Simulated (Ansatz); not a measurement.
# Direct or indirect: BN (F-43m)

```cif
data_structure
_symmetry_space_group_name_H-M 'F-43m'
_symmetry_Int_Tables_number 216
_cell_length_a 3.6150
_cell_length_b 3.6150
_cell_length_c 3.6150
_cell_angle_alpha 90.000
_cell_angle_beta 90.000
_cell_angle_gamma 90.000
_cell_volume 47.24
loop_
_atom_site_label
_atom_site_type_symbol
_atom_site_symmetry_multiplicity
_atom_site_Wyckoff_symbol
_atom_site_fract_x
_atom_site_fract_y
_atom_site_fract_z
_atom_site_occupancy
N1 N 4 c 0.25000 0.25000 0.25000 1
B1 B 4 a 0.00000 0.00000 0.00000 1
```

Method: Ansatz, PBE, independent particles, without spin-orbit coupling, line width 0.15 eV (Gaussian). The band structure gives a fundamental gap of 4.47 eV. The spectrum of vertical transitions near the edge:

```tsv
E (eV)	Im ε, E ∥ xyz
4.02	0.00
4.20	0.00
4.38	0.00
4.56	0.00
4.74	0.00
4.92	0.00
5.10	0.00
5.28	0.00
5.46	0.00
5.64	0.00
5.82	0.00
6.00	0.00
6.18	0.00
6.36	0.00
6.54	0.00
6.72	0.00
6.90	0.00
7.08	0.00
7.26	0.00
7.44	0.00
7.62	0.00
7.80	0.00
7.98	0.00
8.16	0.00
8.34	0.00
8.52	0.00
8.70	0.13
8.88	1.00
9.06	1.99
9.24	2.66
9.42	3.79
9.60	5.40
9.78	7.20
9.96	8.05
```

Q: Is the gap direct or indirect, and about where do vertical transitions set in?

A: Indirect, by the band path, whose least direct gap is 8.83 eV. The curves fit this: they stay near zero above 4.47 eV and rise only from about 8.8 eV, though a forbidden direct transition would look alike. Lines are broadened by 0.15 eV, which spreads the edge, and phonons, which would give weak absorption from the fundamental gap up, are left out.

[Logs are printed without paths, hosts, clocks, repeated set-up lines and the standing remarks that a program may print on its own settings, such as how far it seeks lower states.]
